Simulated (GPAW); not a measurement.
# PbO (Litharge): optical spectrum from first principles, part 2 of 2

Wanted: where PbO (Litharge) starts to absorb, how strongly, and its refractive index. The cell comes from an older database entry, whose edges can differ from later determinations, mostly by under a per cent.

GPAW 26.7.0; DFT, PBE, plane-wave PAW (GPAW data sets), scalar-relativistic, RPA, optical limit.

So far. Step 2 (Ground state): There is a gap, 1.13 eV on this mesh (points off the mesh can give less), so no carriers' term is needed.

The database entry behind the starting cell differs from later determinations by our own check (an axis about 0.4 % long against later determinations), so it need not match the best structure at ambient conditions.

## Step 4: Dielectric function, RPA

Local fields let the induced charge screen the field inside the cell, which as a rule lowers ε, most along directions where the density is uneven.

This step: DFT, PBE, plane-wave PAW (GPAW data sets), scalar-relativistic, RPA, optical limit (GPAW 26.7.0).

df.py

```python
from gpaw.response.df import DielectricFunction

df = DielectricFunction('full.gpw', frequencies={'type': 'nonlinear', 'domega0': 0.03, 'omega2': 8},
                        ecut=50,
                        eta=0.15,
                        nbands=78,
                        txt='df.txt')
for direction in ['x', 'z']:
    df.get_dielectric_function(xc='RPA', direction=direction, filename=f'df_{direction}.csv')
```

Launch:

```bash
$ OMP_NUM_THREADS=1 python df.py
```

The log of the run:

```text
Using integrator: PointIntegrator
NonLinearFrequencyDescriptor(from 0.000 to 61.537 eV, 491 points)
Nonperiodic BCs:  [False False False]
Using integrator: PointIntegrator
NonLinearFrequencyDescriptor(from 0.000 to 61.537 eV, 491 points)
Nonperiodic BCs:  [False False False]

Calculating chi0 body with:
    Ground state adapter containing:
    Number of spins: 1
    Number of kpoints: 384
    Number of irreducible kpoints: 60
    Number of completely occupied states: 20
    Number of partially occupied states: 20

    Linear response parametrization:
    q_c: [0.0, 0.0, 0.0]
    Number of frequency points: 491
    Planewave cutoff: 50.0
    Number of bands: 78
    Number of planewaves: 65
    Broadening (eta): 0.15

Integrating chi0 body.

Symmetries of q_c:
    Direct symmetries (Uq -> q): 8
    Indirect symmetries (TUq -> q): 8
In total 16 allowed symmetries.

60 groups of equivalent kpoints. 84.375% reduction.

Integral kind: spectral function

Calculating chi0 optical extensions with:
    Ground state adapter containing:
    Number of spins: 1
    Number of kpoints: 384
    Number of irreducible kpoints: 60
    Number of completely occupied states: 20
    Number of partially occupied states: 20

    Linear response parametrization:
    Number of frequency points: 491
    Planewave cutoff: 50.0
    Number of bands: 78
    Number of planewaves: 65
    Broadening (eta): 0.15
Integrating chi0 head and wings.

Symmetries of q_c:
    Direct symmetries (Uq -> q): 8
    Indirect symmetries (TUq -> q): 8
In total 16 allowed symmetries.

60 groups of equivalent kpoints. 84.375% reduction.

Integral kind: spectral function wings
```

It took 84 s on 1 thread of Arm Neoverse N1, shared host; peak memory 0.32 GiB.

Numbers from this step:

| Property | Result |
| --- | --- |
| electronic dielectric constant ε∞, mean over x, y and z (by symmetry where fewer were run) | 6.338 |
| main peak of Im epsilon, first axis | 4.005 eV |

Some rows of df_x.csv (energy; Re and Im without local fields; Re and Im with them):

```text
0.000000, 7.193369, -0.000000, 6.530570, -0.000000
0.429336, 7.250316, 0.040618, 6.579997, 0.035250
0.878195, 7.442541, 0.091114, 6.746795, 0.079057
1.347938, 7.835211, 0.169460, 7.087587, 0.147255
1.840057, 8.610582, 0.366608, 7.763439, 0.324814
2.356191, 9.840278, 0.916546, 8.777635, 0.815713
2.898142, 11.844161, 2.937153, 10.348798, 2.454120
3.467895, 12.422159, 9.637509, 11.365395, 7.294726
4.067647, 4.075678, 11.950735, 4.622878, 10.812654
4.699832, -0.562298, 9.486483, 0.433250, 9.397070
5.367152, 1.201168, 5.762872, 1.192384, 5.475645
6.072622, 0.852343, 5.811982, 0.759382, 5.286596
6.819608, -1.446836, 5.588546, -1.123502, 5.310859
7.611886, -0.902256, 2.847139, -0.892515, 2.655042
8.453705, 0.006286, 2.710752, 0.033701, 2.348718
9.349861, 0.072184, 2.314916, 0.153408, 1.937553
10.305790, -0.569434, 2.468427, -0.109547, 2.255866
11.327680, -0.543586, 1.290691, -0.458024, 1.349457
12.422601, 0.274392, 1.000887, 0.284505, 0.890955
13.598673, 0.706272, 1.167820, 0.726938, 0.952261
```

Values under the direct gap are tails of Lorentzian lines. The Im ε by photon energy; read off at these points:

| photon energy (eV) | E ∥ x | E ∥ z |
| --- | --- | --- |
| 0.00 | 0 | 0 |
| 0.50 | 0.0415 | 0.0361 |
| 1.00 | 0.0936 | 0.0807 |
| 1.50 | 0.181 | 0.151 |
| 2.00 | 0.518 | 0.316 |
| 2.50 | 1.20 | 0.971 |
| 3.00 | 3.20 | 2.82 |
| 3.50 | 7.76 | 5.10 |
| 4.00 | 11.0 | 9.08 |
| 4.50 | 10.3 | 12.4 |
| 4.56 | 10.4 | 12.3 |
| 5.00 | 6.07 | 7.22 |
| 5.50 | 5.99 | 4.96 |
| 6.00 | 5.26 | 3.94 |
| 6.50 | 5.45 | 3.35 |
| 7.00 | 4.33 | 4.58 |
| 7.50 | 3.01 | 3.89 |
| 8.00 | 2.38 | 2.24 |
| 8.50 | 2.37 | 1.63 |
| 9.00 | 2.21 | 1.37 |
| 9.50 | 1.98 | 1.34 |
| 10.00 | 2.23 | 1.35 |
| 10.50 | 2.11 | 1.83 |
| 11.00 | 1.76 | 1.69 |
| 11.50 | 1.16 | 1.41 |
| 12.00 | 0.878 | 1.03 |
| 12.50 | 0.915 | 0.888 |
| 13.00 | 0.790 | 0.714 |
| 13.50 | 0.852 | 0.546 |

Table of Re ε by photon energy:

| photon energy (eV) | E ∥ x | E ∥ z |
| --- | --- | --- |
| 0.0 | 6.53 | 5.95 |
| 0.5 | 6.60 | 6.01 |
| 1.0 | 6.82 | 6.20 |
| 1.5 | 7.25 | 6.57 |
| 2.0 | 8.08 | 7.27 |
| 2.5 | 9.20 | 8.36 |
| 3.0 | 10.8 | 9.43 |
| 3.5 | 11.1 | 9.29 |
| 4.0 | 5.74 | 8.34 |
| 4.5 | 3.22 | 3.33 |
| 5.0 | 0.196 | -1.85 |
| 5.5 | 1.16 | 0.274 |
| 6.0 | 0.940 | -0.413 |
| 6.5 | 0.392 | 0.860 |
| 7.0 | -1.42 | 0.555 |
| 7.5 | -1.13 | -0.819 |
| 8.0 | -0.404 | -1.30 |
| 8.5 | 0.0305 | -0.526 |
| 9.0 | -0.134 | -0.00799 |
| 9.5 | 0.285 | 0.182 |
| 10.0 | 0.250 | 0.557 |
| 10.5 | -0.196 | 0.613 |
| 11.0 | -0.521 | -0.0789 |
| 11.5 | -0.342 | -0.0492 |
| 12.0 | -0.0884 | -0.00801 |
| 12.5 | 0.263 | 0.0229 |
| 13.0 | 0.434 | 0.283 |
| 13.5 | 0.749 | 0.393 |

Values under the direct gap are tails of Lorentzian lines. Loss function −Im 1/ε at q → 0 against energy loss; read off at these points:

| energy loss (eV) | E ∥ x | E ∥ z |
| --- | --- | --- |
| 0.00 | 0 | 0 |
| 0.50 | 9.5e-4 | 1.0e-3 |
| 1.00 | 0.00201 | 0.00210 |
| 1.50 | 0.00344 | 0.00349 |
| 2.00 | 0.00790 | 0.00597 |
| 2.50 | 0.0140 | 0.0137 |
| 3.00 | 0.0252 | 0.0290 |
| 3.50 | 0.0422 | 0.0454 |
| 4.00 | 0.0714 | 0.0597 |
| 4.50 | 0.0887 | 0.0753 |
| 5.00 | 0.165 | 0.130 |
| 5.50 | 0.161 | 0.201 |
| 6.00 | 0.184 | 0.251 |
| 6.50 | 0.183 | 0.280 |
| 7.00 | 0.208 | 0.215 |
| 7.50 | 0.291 | 0.246 |
| 8.00 | 0.408 | 0.334 |
| 8.50 | 0.422 | 0.555 |
| 9.00 | 0.452 | 0.730 |
| 9.50 | 0.495 | 0.733 |
| 10.00 | 0.442 | 0.635 |
| 10.50 | 0.470 | 0.490 |
| 11.00 | 0.522 | 0.593 |
| 11.50 | 0.795 | 0.711 |
| 12.00 | 1.13 | 0.975 |
| 12.18 | 1.28 | 1.01 |
| 12.50 | 1.01 | 1.13 |
| 12.75 | 1.11 | 1.35 |
| 13.00 | 0.972 | 1.21 |
| 13.50 | 0.663 | 1.21 |

Values under the direct gap are tails of Lorentzian lines. Table of Im ε, E ∥ x by photon energy; read off at these points:

| photon energy (eV) | without local fields | with local fields |
| --- | --- | --- |
| 0.000 | 0 | 0 |
| 0.250 | 0.0232 | 0.0202 |
| 0.500 | 0.0478 | 0.0415 |
| 0.750 | 0.0752 | 0.0653 |
| 1.000 | 0.108 | 0.0936 |
| 1.250 | 0.149 | 0.130 |
| 1.500 | 0.208 | 0.181 |
| 1.750 | 0.306 | 0.269 |
| 2.000 | 0.570 | 0.518 |
| 2.250 | 0.790 | 0.709 |
| 2.500 | 1.35 | 1.20 |
| 2.750 | 2.36 | 2.02 |
| 3.000 | 3.87 | 3.20 |
| 3.250 | 6.01 | 4.66 |
| 3.500 | 10.1 | 7.76 |
| 3.750 | 11.9 | 10.0 |
| 4.000 | 12.4 | 11.0 |
| 4.250 | 9.94 | 8.88 |
| 4.500 | 11.4 | 10.3 |
| 4.750 | 8.78 | 8.84 |
| 5.000 | 6.12 | 6.07 |
| 5.250 | 5.84 | 5.59 |
| 5.500 | 6.29 | 5.99 |
| 5.750 | 5.29 | 5.04 |
| 6.000 | 5.76 | 5.26 |
| 6.250 | 5.72 | 5.13 |
| 6.500 | 6.01 | 5.45 |
| 6.656 | 6.23 | 5.74 |
| 6.750 | 6.04 | 5.66 |
| 7.000 | 4.52 | 4.33 |
| 7.250 | 3.75 | 3.52 |
| 7.500 | 3.19 | 3.01 |
| 7.750 | 2.77 | 2.53 |
| 8.000 | 2.65 | 2.38 |
| 8.250 | 2.63 | 2.29 |
| 8.500 | 2.73 | 2.37 |
| 8.750 | 2.66 | 2.31 |
| 9.000 | 2.55 | 2.21 |
| 9.250 | 2.34 | 1.97 |
| 9.500 | 2.37 | 1.98 |
| 9.750 | 2.68 | 2.20 |
| 10.000 | 2.76 | 2.23 |
| 10.250 | 2.55 | 2.31 |
| 10.500 | 2.24 | 2.11 |
| 10.750 | 1.92 | 1.98 |
| 11.000 | 1.66 | 1.76 |
| 11.250 | 1.37 | 1.44 |
| 11.500 | 1.14 | 1.16 |
| 11.750 | 1.07 | 1.05 |
| 12.000 | 0.940 | 0.878 |
| 12.250 | 0.872 | 0.782 |
| 12.500 | 1.03 | 0.915 |
| 12.750 | 0.918 | 0.794 |
| 13.000 | 0.899 | 0.790 |
| 13.250 | 0.853 | 0.726 |
| 13.500 | 1.05 | 0.852 |
| 13.750 | 1.15 | 0.948 |

Table of reflectivity at normal incidence by photon energy; read off at these points:

| photon energy (eV) | E ∥ x (%) | E ∥ z (%) |
| --- | --- | --- |
| 0.000 | 19.1 | 17.5 |
| 0.250 | 19.2 | 17.6 |
| 0.500 | 19.3 | 17.7 |
| 0.750 | 19.6 | 17.9 |
| 1.000 | 19.9 | 18.2 |
| 1.250 | 20.4 | 18.7 |
| 1.500 | 21.0 | 19.3 |
| 1.750 | 21.9 | 20.0 |
| 2.000 | 23.0 | 21.1 |
| 2.250 | 23.9 | 22.5 |
| 2.500 | 25.7 | 23.8 |
| 2.750 | 27.5 | 25.8 |
| 3.000 | 29.7 | 27.2 |
| 3.250 | 31.4 | 28.6 |
| 3.500 | 34.9 | 29.6 |
| 3.750 | 36.6 | 31.3 |
| 4.000 | 38.0 | 34.9 |
| 4.250 | 34.5 | 36.2 |
| 4.500 | 38.0 | 41.7 |
| 4.654 | 40.1 | 43.8 |
| 4.700 | 40.2 | 43.6 |
| 4.750 | 40.1 | 43.3 |
| 5.000 | 33.3 | 43.3 |
| 5.250 | 29.9 | 35.2 |
| 5.500 | 30.2 | 29.7 |
| 5.615 | 31.8 | 31.7 |
| 5.750 | 29.0 | 30.7 |
| 6.000 | 28.3 | 30.1 |
| 6.250 | 28.1 | 23.0 |
| 6.500 | 30.8 | 20.6 |
| 6.750 | 35.9 | 24.2 |
| 7.000 | 37.9 | 27.2 |
| 7.250 | 33.9 | 31.9 |
| 7.500 | 34.7 | 32.9 |
| 7.750 | 28.8 | 37.0 |
| 7.907 | 26.8 | 38.4 |
| 8.000 | 26.0 | 38.2 |
| 8.250 | 22.3 | 31.3 |
| 8.500 | 21.2 | 27.5 |
| 8.750 | 21.6 | 23.7 |
| 9.000 | 22.3 | 17.9 |
| 9.250 | 19.2 | 16.3 |
| 9.500 | 16.8 | 14.6 |
| 9.750 | 17.8 | 11.6 |
| 10.000 | 18.5 | 10.1 |
| 10.250 | 21.8 | 9.73 |
| 10.500 | 22.8 | 13.0 |
| 10.750 | 23.4 | 16.5 |
| 11.000 | 27.3 | 20.0 |
| 11.250 | 27.0 | 18.1 |
| 11.500 | 25.3 | 18.7 |
| 11.750 | 22.2 | 19.6 |
| 12.000 | 19.8 | 17.3 |
| 12.250 | 12.4 | 15.2 |
| 12.500 | 11.2 | 16.6 |
| 12.750 | 10.1 | 12.9 |
| 13.000 | 7.55 | 9.89 |
| 13.250 | 5.93 | 9.73 |
| 13.500 | 4.75 | 6.79 |
| 13.750 | 6.20 | 4.97 |

At chosen wavelengths:

| wavelength (nm) | n x | k x | R (%) x | 1/α x | n z | k z | R (%) z | 1/α z |
| --- | --- | --- | --- | --- | --- | --- | --- | --- |
| 1550 | 2.59 | 0.014 | 19.6 | 9.1 µm | 2.47 | 0.012 | 18.0 | 10.0 µm |
| 1064 | 2.63 | 0.022 | 20.2 | 3.8 µm | 2.51 | 0.020 | 18.5 | 4.3 µm |
| 800 | 2.70 | 0.036 | 21.2 | 1.8 µm | 2.57 | 0.031 | 19.4 | 2.0 µm |
| 633 | 2.83 | 0.080 | 22.9 | 631 nm | 2.68 | 0.055 | 20.9 | 923 nm |
| 450 | 3.17 | 0.322 | 27.5 | 111 nm | 3.02 | 0.341 | 25.8 | 105 nm |
| 248 | 1.77 | 1.714 | 33.3 | 12 nm | 1.68 | 2.157 | 43.3 | 9.2 nm |
| 193 | 1.74 | 1.574 | 30.3 | 9.8 nm | 1.42 | 1.163 | 21.2 | 13 nm |

Below the direct gap, k and the depth come from the tails of the Lorentzian lines, not from transitions.

At 1064 nm the birefringence n(z) − n(x) is -0.123: the crystal is uniaxial negative at this level.

## Step 5: Results

```
electronic dielectric constant ε∞, mean over x, y and z (by symmetry where fewer were run) (RPA) : 6.34
main peak of Im epsilon, first axis                                                              : 4.01 eV
```

What this shows: At this level (PBE, RPA) PbO has a mean ε∞ = 6.34 and n = 2.59 at 1550 nm (E ∥ x), and Im ε peaks at 4.0 eV (E ∥ x). On the mesh the gap is 1.13 eV and the least direct gap 2.12 eV, so on this mesh the band edges lie at different points. Local fields change the static value along x from 7.19 to 6.53 (-9 %). Distinct maxima of Im ε, read by a parabola through the highest points, lie at 4.01 eV (11), 4.55 eV (10), 5.54 eV (6.1) and 6.69 eV (5.8) for E ∥ x. The static values by axis are 6.53 (x), 5.95 (z). At 1064 nm the birefringence n(z) − n(x) is -0.123: the crystal is uniaxial negative at this level. Excitons and phonon-assisted transitions are missing; PBE gaps are as a rule too small, which pulls the onset down and ε∞ up, while the missing spin-orbit coupling works the other way with such heavy atoms. Spin-orbit coupling is left out although heavy atoms are present. The sum runs over mesh points, so small or evenly spaced maxima can still be ripples of the mesh. In this version of GPAW the matrix elements of the optical limit are incomplete, which can lower ε − 1 by up to a tenth where first-row anions or d states rule, and shift it by more in d metals.

[Machine, clock and banner lines and Python warnings are left out of the logs.]

[Logs are printed without paths, hosts, clocks, repeated set-up lines and the standing remarks that a program may print on its own settings, such as how far it seeks lower states.]

[Hosts, paths, dates, database ids (printed as entryN), source tags and the programs' standing remarks are cut or masked in the printed files.]
